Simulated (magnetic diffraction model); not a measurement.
# NdMg5Pb: what an assumed order does to the neutron pattern

Space group P6_3/mmc (no. 194), a = 5.9800 Å, c = 23.4800 Å.

| site | atom | x | y | z |
| --- | --- | --- | --- | --- |
| 4f | Pb | 2/3 | 1/3 | 0.5840 |
| 2a | Nd | 0 | 0 | 1/2 |
| 2c | Nd | 1/3 | 2/3 | 1/4 |
| 12k | Mg | 0.1659 | 0.8341 | 0.6465 |
| 4f | Mg | 2/3 | 1/3 | 0.0449 |
| 2d | Mg | 1/3 | 2/3 | 3/4 |
| 2b | Mg | 0 | 0 | 1/4 |

The compound is invented for this exercise: a known structure type with other elements, its cell scaled to their sizes and not relaxed.

Only Nd is taken to order (form factors of Nd3+); orders and moment sizes are assumed, and not adapted to the symmetry. Radiation: neutrons of λ = 1.8 Å, 1.5° to 40°; isotropic B of 0.17 Å² (Pb), 0.29 Å² (Nd) and 0.47 Å² (Mg). The intensities are simulated: I ∝ L Σ (|F_N|² + |F_M⊥|²) for unpolarised neutrons, with F_M = 2.695 fm/μB × Σ f(s) S exp(2πi Q·r) exp(−B s²) at Q = H ± k (one set where k and −k are equivalent), only the part normal to Q counting and L = 1/(sin²θ cos θ). For collinear order S is the moment m, which repeats by lattice and centring translations R with the sign exp(−2πi k·R). Form factors are spin-only for 3d ions and dipole or tabulated for f ions, scattering lengths are Sears's of 1992, and absorption is left out. A label names one of the reflections at its angle. The strongest nuclear line in the range is 100, and lines under 0.2 are left out.

Assume the order k = (1/2 1/2 0), collinear moments along [120], 2.4 μB on Nd; signs + at (0, 0, 1/2), − at (0, 0, 0), + at (1/3, 2/3, 1/4), + at (2/3, 1/3, 3/4).

Q: Where does magnetic intensity appear, and how strong is it?

```csv
2θ (°),index,nuclear,magnetic
8.79,(0 0 2),0.2,0.0
9.97,(1/2 -1/2 0),0.0,1.5
10.90,(-1/2 1/2 1),0.0,18.4
13.31,(1/2 -1/2 2),0.0,1.9
16.57,(1/2 -1/2 3),0.0,9.1
17.31,(1/2 1/2 0),0.0,0.7
17.64,(0 0 4),2.7,0.0
17.87,(1/2 1/2 1),0.0,1.4
19.45,(1/2 1/2 2),0.0,1.7
20.02,(1 0 0),1.1,0.0
20.30,(1/2 -1/2 4),0.0,0.9
21.84,(1/2 1/2 3),0.0,1.7
21.90,(1 0 2),0.8,0.0
24.05,(1 0 3),3.1,0.0
24.30,(-1/2 1/2 5),0.0,4.3
24.81,(1/2 1/2 4),0.0,1.6
26.58,(3/2 -1/2 0),0.0,0.3
26.59,(0 0 6),1.6,0.0
26.80,(1 0 4),3.1,0.0
26.96,(3/2 -1/2 1),0.0,4.0
28.05,(3/2 -1/2 2),0.0,0.6
28.21,(1/2 1/2 5),0.0,1.4
28.46,(1/2 -1/2 6),0.0,0.5
29.79,(-1/2 3/2 3),0.0,3.7
29.99,(1 0 5),12.9,0.0
30.22,(3/2 -3/2 0),0.0,0.6
30.55,(3/2 -3/2 1),0.0,1.2
31.53,(3/2 -3/2 2),0.0,1.2
31.91,(1/2 1/2 6),0.0,1.1
32.08,(3/2 -1/2 4),0.0,0.5
32.76,(1/2 -1/2 7),0.0,2.4
33.11,(3/2 -3/2 3),0.0,1.1
33.51,(1 0 6),56.7,0.0
34.83,(3/2 -1/2 5),0.0,3.1
35.04,(1 1 0),100.0,0.0
35.21,(3/2 -3/2 4),0.0,1.0
35.71,(0 0 8),10.4,0.0
35.83,(1/2 1/2 7),0.0,0.9
36.19,(1 1 2),10.3,0.0
36.80,(1/2 3/2 1),0.0,1.1
37.17,(1/2 -1/2 8),0.0,0.3
37.29,(1 0 7),37.4,0.0
37.76,(3/2 -3/2 5),0.0,0.8
37.95,(3/2 -1/2 6),0.0,0.4
38.99,(3/2 1/2 3),0.0,1.2
39.49,(1 1 4),71.7,0.0
39.95,(1/2 1/2 8),0.0,0.8
```

The strongest magnetic line in the range is (-1/2 1/2 1) at 10.90° (18.4). On top of the Lorentz factor, which all lines share, magnetic lines fade with angle because f falls: for Nd3+ it is 0.98, 0.90, 0.79 and 0.54 at sin θ/λ = 0.1, 0.2, 0.3 and 0.5 Å⁻¹, while nuclear lengths stay constant. The order has no net moment.

[Logs are printed without paths, hosts, clocks, repeated set-up lines and the standing remarks that a program may print on its own settings, such as how far it seeks lower states.]
